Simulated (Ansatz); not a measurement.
Rows from a G0W0 calculation on SnO2 (Pnnm) (Ansatz 0.2.0; G0W0 on LDA, plane waves, PAW; 4×4×6 mesh, 277 empty bands, screening to 138 eV, hard PAW files), in eV. Spin-orbit coupling is left out.

| row | Σx | Σc | Vxc | Z |
| --- | --- | --- | --- | --- |
| A | -12.54 | -4.85 | -18.63 | 0.77 |
| B | -26.11 | 4.67 | -20.92 | 0.73 |
| C | -26.17 | 4.87 | -20.78 | 0.72 |
| D | -15.75 | -2.63 | -19.14 | 0.79 |

Which rows are filled states and which are empty ones, and how can one tell?

Filled: B and C. Empty: A and D. The sign of Σc tells: for a filled state bare exchange, which holds its interaction with itself, lies below Vxc (Σx − Vxc is -5.2 eV or lower here) and screening gives part back as a positive Σc. For an empty state Σx lies above Vxc (+3.4 eV or more) and the Coulomb hole leaves Σc negative.

[Runs of the session that timed out or met a known fault of the program may be left out.]

[Cells called generated may have been cut or substituted from an entry of the Crystallography Open Database or the Materials Project.]

[Hosts, paths, dates, database ids (printed as entryN), source tags and the programs' standing remarks are cut or masked in the printed files.]
